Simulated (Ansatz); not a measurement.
# What CsSbSe3 (model cell, started as cubic perovskite with Sb in the octahedra) distorts into, part 3 of 3

Which phase does CsSbSe3 (model cell, started as cubic perovskite with Sb in the octahedra) fall into along its unstable mode, and how much energy does it gain?

Ansatz 0.2.0; DFT PBEsol, scalar-relativistic, plane waves, PAW; PAW set soft_1.

So far. Step 5 (Energy along the mode, all amplitudes (two of the runs …): The lowest of the steps tried is at 0.45 Å, 33.7 meV/atom below the parent; the bottom of the well need not coincide with a step. Step 7 (The new phase in its own primitive cell): The largest force component left is 0.55 meV/Å and the pressure is 0.001 GPa, within the tolerances set. The cell now holds 31.72 Å³/atom.

The structure was built from a prototype and need not be the compound's stable phase.

## (8) Modes of the new phase, k-mesh 10×6×6

A relaxed structure may still be a saddle point, so its zone-centre modes are computed. No field response is asked, since the mesh shows no gap.

File input.yaml:

```yaml
crystal:
  lattice:
    - [4.0737724528, 0.0, 0.0]
    - [0.0, 3.9202152947, 4.9660369832]
    - [0.0, -3.9202152947, 4.9660369832]
  atoms:
    - { symbol: Cs, position: [0.0, 0.0160357208, 0.0160357208] }
    - { symbol: Sb, position: [0.5, 0.4008969842, 0.4008969842] }
    - { symbol: Se, position: [0.5, 0.5266536355, 0.0038095495] }
    - { symbol: Se, position: [0.5, 0.0038095495, 0.5266536355] }
    - { symbol: Se, position: [0.0, 0.5744482198, 0.5744482198] }
kpoints:
  mp_grid: { grid: [10, 6, 6] }
hamiltonian:
  xc: pbesol
  pseudopotentials: { kind: paw, azcp: { folder: soft_1 }, xc_functional: pbe }
scf:
  occupations: { method: methfessel_paxton, width: 0.2 }
output:
  eigenvalues: true
phonons:
  method: dfpt
```

On the command line:

```console
$ ansatz run input.yaml --threads 8 --pin off --max-ram 16384MiB --backend cpu --events-out ev --progress --plain --runs-dir out
```

Numbers of over 12 decimals in the logs are rounded to 6 here.

What it wrote:

```text
zone centre: on kpoints.mp_grid the ground state, and the responses unless they are solved on pairs of k-points, stand on 120 of the mesh's 360 k-points, reduced under 2 symmetry operations, with k and −k counted as one. Each operation leaves every solved displacement unchanged or reverses it
[...]
Crystal: 5 atoms, lattice volume = 158.616 Å³
Basis set: ecut = 420 eV, 3113 PW (Γ), exchange–correlation on 60×90×90 points (8 copies of the dense FFT grid, shifted against one another)
Bands: 44, of which v1, the nominal top of the filled ones, is band 36 counted from 1 (35 counted from 0)
Symmetry: 4 space group operations
k-points: 120 of 360 (irreducible under 2 space group operations, time reversal used)
[...]
SCF iter   1: F=—  HF=-28271.143685 eV  |F-HF|=—  |Δ(HF+E_count)|=         —  Δρ=3.53e-2  dr2=5.56e0  ethr=3.10e-3  ⟨swp⟩=7.4  Hψ=21946  notcnv=0
[...]
SCF iter  18: F=-28268.925888 eV  HF=-28268.925888 eV  |F-HF|=1.09e-11  |Δ(HF+E_count)|=  3.64e-12  S|Δr|=    0.00e0  Δρ=4.96e-8  dr2=6.99e-12  ethr=1.00e-12  ⟨swp⟩=15.0  Hψ=33075  notcnv=0
SCF 1 converged in 18 iterations: F = -28268.925888 eV  dr2 = 6.99e-12
[...]
DFPT response loops at Γ: preconditioner auto → Kerker (q_TF=auto, 2.392 Å⁻¹) (partly filled bands, converged f_vac=0.018); β = 1.00, the filter's whole step (`scf.mixing.beta` (0.50) is not read by the response loops under this deck's `scf.mixing.preconditioner`; to damp them name `kerker` or `kerker_dos`, under which they read `scf.mixing.beta`, and type it under 1.00, their step now; both keys bind the ground state too); Broyden in place of MSR1
SCF converged after 18 iterations
[...]
Free energy (F): -28268.925888 eV
[...]
Internal energy: -28268.931458 eV  (E = F + TS)
E sigma→0 (E₀):  -28268.927281 eV
Entropy (-TS):   0.005570 eV (1.114 meV/atom)
Fermi energy:    6.401181 eV
[...]
--- Band table (eV; the first three rows and the last of 120) ---
  k-point 0: bands = [... 32 lower, 5.6920, 5.7527, 6.2566, 6.3153, 6.4425, 8.6529, 8.7525, 9.7115, ... 4 higher]
  k-point 1: bands = [... 32 lower, 5.5318, 5.9824, 6.1649, 6.3617, 6.4129, 8.8520, 8.9611, 9.9622, ... 4 higher]
  k-point 2: bands = [... 32 lower, 5.3255, 5.8956, 5.9900, 6.3686, 6.6458, 9.2739, 9.3377, 10.3521, ... 4 higher]
  k-point 119: bands = [... 32 lower, 5.4579, 5.9571, 5.9788, 6.0140, 6.2494, 7.9371, 8.5906, 10.4110, ... 4 higher]
--- Phonons (Γ-DFPT): 12 representative perturbations + reference, on 120 of 360 k-points (Σ response iterations 40) ---
  k mesh reduced under 2 symmetry operations, with k and −k counted as one. Each operation leaves every solved displacement unchanged or reverses it
  ASR residual: 7.475e-5 → 0.000e0 eV/Å²; symmetrization residual: 1.888e-5 eV/Å²
  ASR residual per site (eV/Å²): 1.78e-5 7.48e-5 4.19e-5 4.19e-5 4.16e-5
[...]
non-analytic LO–TO correction: not included (Born effective charges unavailable; polar crystals: no LO–TO splitting at Γ)
```

The job ended after 2.9 min (8 threads of Arm Neoverse V2, shared host; peak memory 2.9 GiB; 22 min of CPU time).

Numbers from this step:

```yaml
sum_rule_residual_before_enforcement: 7.48e-5 eV/Å²
point_group: mm2
highest_optical_mode_at_the_zone_centre_no_lo_to_term: 247.9 cm⁻¹
lowest_optical_zone_centre_mode: -30.18 cm⁻¹
```

Patterns of degenerate modes are one choice out of their space. Modes at Γ, with each element's share of the kinetic energy (negative means imaginary):

| mode | frequency (cm⁻¹) | symmetry | Cs % | Sb % | Se % |
| --- | --- | --- | --- | --- | --- |
| 1 | -30.2 | B2 | 5 | 0 | 95 |
| 2 | 0.0 | acoustic | 27 | 25 | 48 |
| 3 | 0.0 | acoustic | 27 | 25 | 48 |
| 4 | 0.0 | acoustic | 27 | 25 | 48 |
| 5 | 7.4 | B1 | 9 | 16 | 75 |
| 6 | 28.5 | A2 | 0 | 0 | 100 |
| 7 | 53.3 | B2 | 53 | 20 | 27 |
| 8 | 55.8 | A1 | 61 | 17 | 21 |
| 9 | 56.4 | B1 | 64 | 4 | 32 |
| 10 | 76.5 | B2 | 15 | 2 | 83 |
| 11 | 94.2 | A1 | 12 | 3 | 85 |
| 12 | 127.5 | B1 | 0 | 55 | 45 |
| 13 | 161.4 | A1 | 0 | 6 | 94 |
| 14 | 235.7 | A1 | 0 | 48 | 52 |
| 15 | 247.9 | B2 | 0 | 54 | 46 |

Displacements in mode 1 (-30.2 cm⁻¹), the largest set to 1:
```
Cs1  0.00 -0.20  0.00
Sb2  0.00 -0.02  0.00
Se3  0.00 -0.31 -0.29
Se4  0.00 -0.31  0.29
Se5  0.00  1.00  0.00
```

Displacements in mode 8 (55.8 cm⁻¹), the largest set to 1:
```
Cs1  0.00  0.00  1.00
Sb2  0.00  0.00 -0.56
Se3  0.00  0.29 -0.10
Se4  0.00 -0.29 -0.10
Se5  0.00  0.00 -0.63
```

Before it was imposed, the acoustic sum rule was missed by 7.5e-5 eV/Å². Small misses are needed for a sound result but don't prove that mesh and cutoff are converged. The lowest optical mode is imaginary, 30.2i cm⁻¹, so the energy falls along it.

## (9) The phases reached

The phases reached along the modes that were followed are set side by side.

Energies are those of the first relaxation, on the mesh of the frozen mode; space group, volume and gap are those of the last relaxation. Phases, by row:

| mode frozen in | space group | energy from parent (meV/atom) | volume (Å³/atom) | gap on mesh (eV) | lowest zone-centre optical mode (cm⁻¹) | largest shift (Å) |
| --- | --- | --- | --- | --- | --- | --- |
| parent | Pm-3m | 0 | 31.18 | 0 | – | – |
| q = (0, 0, -0.5), 68i cm⁻¹ | P4/mmm | -21.1 | 31.03 | 0 | -86.8 | 0.445 |
| q = (0, 0, 0), 66i cm⁻¹ | P4mm | -87.59 | 31.47 | 0 | -43.4 | 0.67 |
| q = (0, 0, 0), 66i cm⁻¹ | R3m | -44.08 | 30.4 | 0 | 14.4 | 0.522 |
| q = (0, 0, 0), 66i cm⁻¹ | Amm2 | -128 | 31.72 | 0 | -30.2 | 1.031 |

## (10) What came out

```
unstable mode of the parent                                                      : q = (0, 0, 0), 66i cm⁻¹
depth at the lowest point sampled                                                : 33.7 meV/atom
largest atomic shift at that point                                               : 0.45 Å
space group reached (within 0.01 Å)                                              : Amm2
energy gained over the parent (first relaxation, on the mesh of the frozen mode) : 128 meV/atom
volume per atom, phase reached                                                   : 31.7 Å³
lowest optical zone-centre mode, phase reached                                   : -30.2 cm⁻¹
highest optical mode at the zone centre (no LO-TO term), phase reached           : 248 cm⁻¹
```

**Reading.** Along this mode the structure falls into Amm2, 128 meV/atom below the parent. At the parent's cell the well is 33.72 meV/atom deep on the steps tried, with its lowest point at a shift of 0.45 Å. Relaxing atoms and cell changes the gain by +94.31 meV/atom against the lowest step (energies at zero smearing). Most of the total comes from this relaxation. The new phase still has an imaginary mode at the zone centre of its cell, so it is a saddle point on the way to a lower structure. Of the 4 patterns followed to their end from this parent, this one reaches the lowest energy. Each path keeps the symmetry of its pattern, so a lower phase may lie along a pattern not tried. With no gap, or one that is small against the smearing, the frequencies hang on the k mesh and the smearing, most of all near Kohn anomalies. A semilocal functional can close a gap that the real compound would have, so the metallic treatment may be an artefact of the level. Spin-orbit coupling is left out, which can matter for the heavy elements here. The PAW files were made for PBE and serve the other functionals too. The starting cell was built on a prototype and not taken from a measurement, so the phase need not exist.

[Logs are printed without paths, hosts, clocks, repeated set-up lines and the standing remarks that a program may print on its own settings, such as how far it seeks lower states.]

[Hosts, paths, dates, database ids (printed as entryN), source tags and the programs' standing remarks are cut or masked in the printed files.]
